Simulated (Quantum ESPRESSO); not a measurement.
## CrB2: spin-resolved density of states

Aim: the densities of states of CrB2 in the lowest state of several starts.

Method: PBEsol; plane waves with GBRV 1.5 PBEsol potentials, no spin-orbit coupling, in Quantum ESPRESSO 7.5.

## 1. The starting structure

It takes space group P6/mmm (No. 191, hexagonal). The conventional cell has a = 2.970 Å, b = 2.970 Å, c = 3.070 Å, α = 90.00°, β = 90.00°, γ = 120.00°. Nearest to Cr lie 12 B at 2.30 Å. B has 3 B at 1.71 Å and 6 Cr at 2.30 Å nearest. Farther neighbours are not listed.

The cell comes from the Crystallography Open Database.

## 2. The magnetic state

This state came out lowest in a comparison of starts that is told elsewhere.

The input, pw.in:

```
&CONTROL
  calculation = 'scf'
  prefix = 'pwscf'
  outdir = './tmp'
  pseudo_dir = './pseudo'
  disk_io = 'low'
/
&SYSTEM
  ibrav = 0
  celldm(1) = 8
  nat = 6
  ntyp = 3
  ecutwfc = 40
  ecutrho = 280
  nbnd = 33
  occupations = 'smearing'
  smearing = 'fd'
  degauss = 0.00734986
  nspin = 2
  starting_magnetization(1) = 0.1786
  starting_magnetization(2) = -0.1786
  starting_magnetization(3) = 0
/
&ELECTRONS
  conv_thr = 1.2d-08
  electron_maxstep = 150
  mixing_beta = 0.3
/
ATOMIC_SPECIES
Cr1    51.9961 cr_pbesol_v1.5.uspp.F.UPF
Cr2    51.9961 cr_pbesol_v1.5.uspp.F.UPF
B      10.8100 b_pbesol_v1.4.uspp.F.UPF
CELL_PARAMETERS alat
   0.7015608237673    0.0000000000000    0.0000000000000
  -0.7015608237673    1.2151389913461    0.0000000000000
   0.0000000000000    0.0000000000000    0.7251824003251
ATOMIC_POSITIONS crystal
Cr1     0.0000000000    0.0000000000    0.0000000000
Cr2     0.0000000000    0.5000000000    0.0000000000
B       0.3333333333    0.3333333334    0.5000000000
B       0.3333333333    0.8333333333    0.5000000000
B       0.6666666667    0.1666666666    0.5000000000
B       0.6666666667    0.6666666666    0.5000000000
K_POINTS automatic
10 5 10 0 0 0
```

Launch:

```sh
$ OMP_NUM_THREADS=1 mpirun -n 4 pw.x -nk 4 -in pw.in > pw.out
```

Log:

```text
Program PWSCF v.7.5 starts

     Message from routine setup:
     using ibrav=0 with symmetry is DISCOURAGED, use correct ibrav instead

     K-points division:     npool     =       4
     Subspace diagonalization in iterative solution of the eigenvalue problem:

     bravais-lattice index     =            0
     lattice parameter (alat)  =       8.0000  a.u.
     unit-cell volume          =     316.5254 (a.u.)^3
     number of atoms/cell      =            6
     number of atomic types    =            3
     number of electrons       =        40.00
     number of Kohn-Sham states=           33
     kinetic-energy cutoff     =      40.0000  Ry
     charge density cutoff     =     280.0000  Ry
     scf convergence threshold =      1.2E-08
     mixing beta               =       0.3000
     number of iterations used =            8  plain     mixing
     Exchange-correlation= SLA  PW   PSX  PSC
                           (   1   4  10   8   0   0   0)

     celldm(1)=   8.000000  celldm(2)=   0.000000  celldm(3)=   0.000000
     celldm(4)=   0.000000  celldm(5)=   0.000000  celldm(6)=   0.000000

     crystal axes: (cart. coord. in units of alat)
               a(1) = (   0.701561   0.000000   0.000000 )
               a(2) = (  -0.701561   1.215139   0.000000 )
               a(3) = (   0.000000   0.000000   0.725182 )

     reciprocal axes: (cart. coord. in units 2 pi/alat)
               b(1) = (  1.425393  0.822951 -0.000000 )
               b(2) = (  0.000000  0.822951  0.000000 )
               b(3) = (  0.000000 -0.000000  1.378963 )

     PseudoPot. # 1 for Cr read from file:
     cr_pbesol_v1.5.uspp.F.UPF
     Pseudo is Ultrasoft + core correction, Zval = 14.0

     PseudoPot. # 2 for Cr read from file:
     cr_pbesol_v1.5.uspp.F.UPF
     Pseudo is Ultrasoft + core correction, Zval = 14.0

     PseudoPot. # 3 for B  read from file:
     b_pbesol_v1.4.uspp.F.UPF
     Pseudo is Ultrasoft + core correction, Zval =  3.0

     atomic species   valence    mass     pseudopotential
     Cr1              14.00    51.99610     Cr( 1.00)
     Cr2              14.00    51.99610     Cr( 1.00)
     B                 3.00    10.81000     B ( 1.00)

     Starting magnetic structure
     atomic species   magnetization
     Cr1             0.179
     Cr2            -0.179
     B               0.000

      8 Sym. Ops., with inversion, found

   Cartesian axes

     site n.     atom                  positions (alat units)
         1        Cr1    tau(   1) = (   0.0000000   0.0000000   0.0000000  )
         2        Cr2    tau(   2) = (  -0.3507804   0.6075695   0.0000000  )
         3        B      tau(   3) = (  -0.0000000   0.4050463   0.3625912  )
         4        B      tau(   4) = (  -0.3507804   1.0126158   0.3625912  )
         5        B      tau(   5) = (   0.3507804   0.2025232   0.3625912  )
         6        B      tau(   6) = (   0.0000000   0.8100927   0.3625912  )

     number of k points=   108  Fermi-Dirac smearing, width (Ry)=  0.0073

     Number of k-points >= 100: set verbosity='high' to print them.

     Dense  grid:    25033 G-vectors     FFT dimensions: (  30,  60,  32)

     Smooth grid:    10819 G-vectors     FFT dimensions: (  24,  45,  24)

     Check: negative core charge=   -0.000006
     Generating pointlists ...
     new r_m :   0.2242 (alat units)  1.7940 (a.u.) for type    1
     new r_m :   0.2242 (alat units)  1.7940 (a.u.) for type    2
     new r_m :   0.1671 (alat units)  1.3367 (a.u.) for type    3

     Initial potential from superposition of free atoms

     starting charge      37.9988, renormalised to      40.0000

     negative rho (up, down):  1.650E-03 1.650E-03
     Starting wfcs are   36 randomized atomic wfcs

     Self-consistent Calculation

     iteration #  1     ecut=    40.00 Ry     beta= 0.30
     Davidson diagonalization with overlap
     ethr =  1.00E-02,  avg # of iterations =  3.9

     negative rho (up, down):  2.154E-03 2.154E-03

     total energy              =    -374.15230284 Ry
     estimated scf accuracy    <       7.84982312 Ry

     total magnetization       =    -0.00 Bohr mag/cell
     absolute magnetization    =     1.58 Bohr mag/cell

     iteration #  2     ecut=    40.00 Ry     beta= 0.30
     Davidson diagonalization with overlap
     ethr =  1.00E-02,  avg # of iterations =  2.7

     negative rho (up, down):  1.789E-03 1.788E-03

     total energy              =    -375.74717604 Ry
     estimated scf accuracy    <       3.82570164 Ry

     total magnetization       =    -0.00 Bohr mag/cell
     absolute magnetization    =     3.54 Bohr mag/cell

     [... further iterations left out ...]

     iteration # 14     ecut=    40.00 Ry     beta= 0.30
     Davidson diagonalization with overlap
     ethr =  2.47E-10,  avg # of iterations =  2.0

     negative rho (up, down):  1.573E-03 1.572E-03

     total energy              =    -376.37698118 Ry
     estimated scf accuracy    <       0.00000002 Ry

     total magnetization       =    -0.00 Bohr mag/cell
     absolute magnetization    =     2.77 Bohr mag/cell

     iteration # 15     ecut=    40.00 Ry     beta= 0.30
     Davidson diagonalization with overlap
     ethr =  4.94E-11,  avg # of iterations =  2.0

     negative rho (up, down):  1.573E-03 1.572E-03

     Magnetic moment per site  (integrated on atomic sphere of radius R)
     atom   1 (R=0.224)  charge= 11.8130  magn=  1.1972
     atom   2 (R=0.224)  charge= 11.8131  magn= -1.1973
     atom   3 (R=0.167)  charge=  1.3274  magn=  0.0074
     atom   4 (R=0.167)  charge=  1.3274  magn= -0.0074
     atom   5 (R=0.167)  charge=  1.3274  magn= -0.0074
     atom   6 (R=0.167)  charge=  1.3274  magn=  0.0074

     End of self-consistent calculation

     Number of k-points >= 100: set verbosity='high' to print the bands.

     the Fermi energy is    16.4604 ev

!    total energy              =    -376.37698120 Ry
     estimated scf accuracy    <          5.8E-09 Ry
     smearing contrib. (-TS)   =      -0.00798235 Ry
     internal energy E=F+TS    =    -376.36899885 Ry

     The total energy is F=E-TS. E is the sum of the following terms:
     one-electron contribution =    -138.71964481 Ry
     hartree contribution      =      91.71966651 Ry
     xc contribution           =     -56.63705258 Ry
     ewald contribution        =    -272.73196797 Ry

     total magnetization       =    -0.00 Bohr mag/cell
     absolute magnetization    =     2.77 Bohr mag/cell

     convergence has been achieved in  15 iterations

=------------------------------------------------------------------------------=
   JOB DONE.
=------------------------------------------------------------------------------=
```

Elapsed: 46 s, on 4 MPI ranks of Arm Neoverse V2, shared host; peak memory 0.47 GiB.

Spin moment in the atom's sphere by atom:

```tsv
atom	spin moment in the atom's sphere (μB)
Cr1	1.20
Cr2	-1.20
B3	0.01
B4	-0.01
B5	-0.01
B6	0.01
```

This step gave:

```yaml
smearing_term_ts: 0.1086 eV
magnetization: 0 μB
absolute_magnetization: 2.774 μB
final_state: antiferromagnetic
```

## 3. Projected density of states

The input, projwfc.in:

```
&PROJWFC
  prefix = 'pwscf'
  outdir = './tmp'
  filpdos = 'pdos'
  ngauss = 0
  degauss = 0.01
  DeltaE = 0.05
  Emin = 7.46
  Emax = 21.46
/
```

Launch:

```sh
$ OMP_NUM_THREADS=1 mpirun -n 4 projwfc.x -nk 4 -in projwfc.in > projwfc.out
```

Log:

```text
[banner, memory and clock lines left out]
Program PROJWFC v.7.5 starts

     [... lines left out ...]
     IMPORTANT: XC functional enforced from input :
     Exchange-correlation= PBESOL
                           (   1   4  10   8   0   0   0)
     Any further DFT definition will be discarded
     Please, verify this is what you really want

     G-vector sticks info

     Check: negative core charge=   -0.000006

     negative rho (up, down):  1.573E-03 1.572E-03

     Gaussian broadening (read from input): ngauss,degauss=   0    0.010000

     Calling projwave ....

  Problem Sizes
  natomwfc =           36
  nbnd     =           33
  nkstot   =          216
  npwx     =         1370
  nkb      =           68

     Atomic states used for projection
     (read from pseudopotential files):

     state #   1: atom   1 (Cr1), wfc  1 (l=0 m= 1)
     state #   2: atom   1 (Cr1), wfc  2 (l=1 m= 1)
     state #   3: atom   1 (Cr1), wfc  2 (l=1 m= 2)
     state #   4: atom   1 (Cr1), wfc  2 (l=1 m= 3)
     state #   5: atom   1 (Cr1), wfc  3 (l=0 m= 1)
     state #   6: atom   1 (Cr1), wfc  4 (l=2 m= 1)
     state #   7: atom   1 (Cr1), wfc  4 (l=2 m= 2)
     state #   8: atom   1 (Cr1), wfc  4 (l=2 m= 3)
     state #   9: atom   1 (Cr1), wfc  4 (l=2 m= 4)
     state #  10: atom   1 (Cr1), wfc  4 (l=2 m= 5)
     state #  11: atom   2 (Cr2), wfc  1 (l=0 m= 1)
     state #  12: atom   2 (Cr2), wfc  2 (l=1 m= 1)
     state #  13: atom   2 (Cr2), wfc  2 (l=1 m= 2)
     state #  14: atom   2 (Cr2), wfc  2 (l=1 m= 3)
     state #  15: atom   2 (Cr2), wfc  3 (l=0 m= 1)
     state #  16: atom   2 (Cr2), wfc  4 (l=2 m= 1)
     state #  17: atom   2 (Cr2), wfc  4 (l=2 m= 2)
     state #  18: atom   2 (Cr2), wfc  4 (l=2 m= 3)
     state #  19: atom   2 (Cr2), wfc  4 (l=2 m= 4)
     state #  20: atom   2 (Cr2), wfc  4 (l=2 m= 5)
     state #  21: atom   3 (B  ), wfc  1 (l=0 m= 1)
     state #  22: atom   3 (B  ), wfc  2 (l=1 m= 1)
     state #  23: atom   3 (B  ), wfc  2 (l=1 m= 2)
     state #  24: atom   3 (B  ), wfc  2 (l=1 m= 3)
     state #  25: atom   4 (B  ), wfc  1 (l=0 m= 1)
     state #  26: atom   4 (B  ), wfc  2 (l=1 m= 1)
     state #  27: atom   4 (B  ), wfc  2 (l=1 m= 2)
     state #  28: atom   4 (B  ), wfc  2 (l=1 m= 3)
     state #  29: atom   5 (B  ), wfc  1 (l=0 m= 1)
     state #  30: atom   5 (B  ), wfc  2 (l=1 m= 1)
     state #  31: atom   5 (B  ), wfc  2 (l=1 m= 2)
     state #  32: atom   5 (B  ), wfc  2 (l=1 m= 3)
     state #  33: atom   6 (B  ), wfc  1 (l=0 m= 1)
     state #  34: atom   6 (B  ), wfc  2 (l=1 m= 1)
     state #  35: atom   6 (B  ), wfc  2 (l=1 m= 2)
     state #  36: atom   6 (B  ), wfc  2 (l=1 m= 3)

 [... projections of the bands left out ...]

Lowdin Charges:

     Atom #   1: total charge =  12.9121, s =  2.2479, p =  5.9905, d =  4.6737,
                 spin up      =   7.1366, s =  1.1288,
                 spin up      =   7.1366, p =  2.9956, pz=  0.9983, px=  0.9986, py=  0.9987,
                 spin up      =   7.1366, d =  3.0122, dz2=  0.8330, dxz=  0.4851, dyz=  0.5061, dx2-y2=  0.5853, dxy=  0.6027,
                 spin down    =   5.7755, s =  1.1191,
                 spin down    =   5.7755, p =  2.9949, pz=  0.9979, px=  0.9985, py=  0.9984,
                 spin down    =   5.7755, d =  1.6615, dz2=  0.2168, dxz=  0.3801, dyz=  0.3850, dx2-y2=  0.3832, dxy=  0.2965,
                 polarization =   1.3611, s =  0.0096, p =  0.0008, d =  1.3506,
     Atom #   2: total charge =  12.9122, s =  2.2479, p =  5.9905, d =  4.6738,
                 spin up      =   5.7755, s =  1.1191,
                 spin up      =   5.7755, p =  2.9949, pz=  0.9979, px=  0.9985, py=  0.9984,
                 spin up      =   5.7755, d =  1.6615, dz2=  0.2168, dxz=  0.3801, dyz=  0.3850, dx2-y2=  0.3832, dxy=  0.2965,
                 spin down    =   7.1367, s =  1.1288,
                 spin down    =   7.1367, p =  2.9956, pz=  0.9983, px=  0.9986, py=  0.9987,
                 spin down    =   7.1367, d =  3.0123, dz2=  0.8330, dxz=  0.4851, dyz=  0.5061, dx2-y2=  0.5854, dxy=  0.6027,
                 polarization =  -1.3612, s = -0.0096, p = -0.0008, d = -1.3508,
     Atom #   3: total charge =   3.4986, s =  0.7641, p =  2.7345, d =  0.0000,
                 spin up      =   1.7598, s =  0.3833,
                 spin up      =   1.7598, p =  1.3765, pz=  0.4702, px=  0.4579, py=  0.4485,
                 spin up      =   1.7598, d =  0.0000, dz2=  0.0000, dxz=  0.0000, dyz=  0.0000, dx2-y2=  0.0000, dxy=  0.0000,
                 spin down    =   1.7387, s =  0.3808,
                 spin down    =   1.7387, p =  1.3580, pz=  0.4563, px=  0.4472, py=  0.4545,
                 spin down    =   1.7387, d =  0.0000, dz2=  0.0000, dxz=  0.0000, dyz=  0.0000, dx2-y2=  0.0000, dxy=  0.0000,
                 polarization =   0.0211, s =  0.0025, p =  0.0186, d =  0.0000,
     Atom #   4: total charge =   3.4986, s =  0.7641, p =  2.7345, d =  0.0000,
                 spin up      =   1.7387, s =  0.3808,
                 spin up      =   1.7387, p =  1.3580, pz=  0.4563, px=  0.4472, py=  0.4545,
                 spin up      =   1.7387, d =  0.0000, dz2=  0.0000, dxz=  0.0000, dyz=  0.0000, dx2-y2=  0.0000, dxy=  0.0000,
                 spin down    =   1.7598, s =  0.3833,
                 spin down    =   1.7598, p =  1.3765, pz=  0.4702, px=  0.4579, py=  0.4485,
                 spin down    =   1.7598, d =  0.0000, dz2=  0.0000, dxz=  0.0000, dyz=  0.0000, dx2-y2=  0.0000, dxy=  0.0000,
                 polarization =  -0.0211, s = -0.0025, p = -0.0186, d =  0.0000,
     Atom #   5: total charge =   3.4986, s =  0.7641, p =  2.7345, d =  0.0000,
                 spin up      =   1.7387, s =  0.3808,
                 spin up      =   1.7387, p =  1.3580, pz=  0.4563, px=  0.4472, py=  0.4545,
                 spin up      =   1.7387, d =  0.0000, dz2=  0.0000, dxz=  0.0000, dyz=  0.0000, dx2-y2=  0.0000, dxy=  0.0000,
                 spin down    =   1.7598, s =  0.3833,
                 spin down    =   1.7598, p =  1.3765, pz=  0.4702, px=  0.4579, py=  0.4485,
                 spin down    =   1.7598, d =  0.0000, dz2=  0.0000, dxz=  0.0000, dyz=  0.0000, dx2-y2=  0.0000, dxy=  0.0000,
                 polarization =  -0.0211, s = -0.0025, p = -0.0186, d =  0.0000,
     Atom #   6: total charge =   3.4986, s =  0.7641, p =  2.7345, d =  0.0000,
                 spin up      =   1.7598, s =  0.3833,
                 spin up      =   1.7598, p =  1.3765, pz=  0.4702, px=  0.4579, py=  0.4485,
                 spin up      =   1.7598, d =  0.0000, dz2=  0.0000, dxz=  0.0000, dyz=  0.0000, dx2-y2=  0.0000, dxy=  0.0000,
                 spin down    =   1.7387, s =  0.3808,
                 spin down    =   1.7387, p =  1.3580, pz=  0.4563, px=  0.4472, py=  0.4545,
                 spin down    =   1.7387, d =  0.0000, dz2=  0.0000, dxz=  0.0000, dyz=  0.0000, dx2-y2=  0.0000, dxy=  0.0000,
                 polarization =   0.0211, s =  0.0025, p =  0.0186, d =  0.0000,
     Spilling Parameter:   0.0045
```

Run time: 2.3 s. Hardware: 4 MPI ranks; peak memory 0.3 GiB.

The density of states has structure finer than the step of the table below, so its rows give means over 0.5 eV, whole bins alone (the curve runs from -9.00 to 5.05 eV). Peaks (eV: height): up -3.80: 2.43, -0.40: 2.3, 0.85: 2.93, 1.40: 3.02; down -3.80: 2.43, -0.40: 2.3, 0.85: 2.93, 1.40: 3.02; Cr1 d up -3.80: 0.68, -0.40: 1.58, 0.15: 1.09, 0.80: 0.837; Cr1 d down -3.80: 0.427, 0.90: 1.6, 1.35: 1.8; Cr2 d up -3.80: 0.427, 0.90: 1.6, 1.35: 1.8.

Gaussian broadening of 0.136 eV on the SCF mesh. Table of density of states by energy, zero at the Fermi level; means over each step; 7 of 8 lines; values in states/eV/cell:

```tsv
energy (eV)	up	down	Cr1 d up	Cr1 d down	Cr2 d up	Cr2 d down	B3 p up
-8.5	0.664	0.664	0.0400	0.0309	0.0309	0.0400	0.100
-8.0	0.673	0.673	0.0485	0.0362	0.0362	0.0485	0.106
-7.5	0.479	0.479	0.0352	0.0264	0.0264	0.0352	0.0788
-7.0	0.826	0.826	0.0699	0.0514	0.0514	0.0699	0.137
-6.5	0.942	0.942	0.0849	0.0601	0.0601	0.0849	0.168
-6.0	0.803	0.803	0.0909	0.0616	0.0616	0.0909	0.140
-5.5	1.34	1.34	0.178	0.120	0.120	0.178	0.237
-5.0	1.28	1.28	0.191	0.119	0.119	0.191	0.213
-4.5	1.65	1.65	0.295	0.179	0.179	0.295	0.269
-4.0	2.19	2.19	0.560	0.337	0.337	0.561	0.315
-3.5	1.39	1.39	0.460	0.308	0.308	0.460	0.165
-3.0	1.13	1.13	0.448	0.284	0.284	0.448	0.0978
-2.5	0.875	0.875	0.395	0.254	0.254	0.395	0.0530
-2.0	0.677	0.677	0.291	0.245	0.245	0.291	0.0275
-1.5	0.603	0.603	0.323	0.188	0.188	0.323	0.0208
-1.0	1.04	1.04	0.635	0.275	0.275	0.635	0.0311
-0.5	1.91	1.91	1.30	0.396	0.396	1.30	0.0408
0.0	1.62	1.62	0.914	0.481	0.481	0.914	0.0428
0.5	1.78	1.78	0.667	0.827	0.827	0.667	0.0598
1.0	2.65	2.65	0.682	1.47	1.47	0.682	0.0912
1.5	2.43	2.43	0.596	1.30	1.30	0.596	0.106
2.0	1.35	1.35	0.370	0.550	0.550	0.370	0.0753
2.5	1.11	1.11	0.235	0.524	0.524	0.235	0.0522
3.0	1.01	1.01	0.142	0.440	0.440	0.142	0.0753
3.5	0.759	0.759	0.113	0.212	0.212	0.113	0.0730
4.0	0.691	0.692	0.101	0.175	0.175	0.101	0.0793
4.5	0.465	0.465	0.0534	0.107	0.107	0.0534	0.0701
```

## 4. What came out

| Quantity | Value |
| --- | --- |
| state | antiferromagnetic |
| largest moment in a sphere | 1.20 μB |

**Reading.** Distinct peaks of the density of states (up) stand at -3.80, -0.40, 0.15, 0.85 and 1.40 eV; the one at 1.40 eV is strongest. These are Kohn–Sham states without spin–orbit coupling, on the mesh of the self-consistent run. The moments are opposed on like sites, so the totals of the two spins are equal and the projections on single atoms show the splitting. Energies are free energies at an electronic temperature of 1160 K, which lowers moments and differences where the moments are itinerant.

[Logs and program files are shortened in this print: banners, set-up blocks, solver, clock and traceback lines can be left out without a mark of their own.]

[Logs are printed without paths, hosts, clocks, repeated set-up lines and the standing remarks that a program may print on its own settings, such as how far it seeks lower states.]

[Hosts, paths, dates, database ids (printed as entryN), source tags and the programs' standing remarks are cut or masked in the printed files.]

[Where a cell is said to come from a database of computed structures, the database is the Materials Project.]
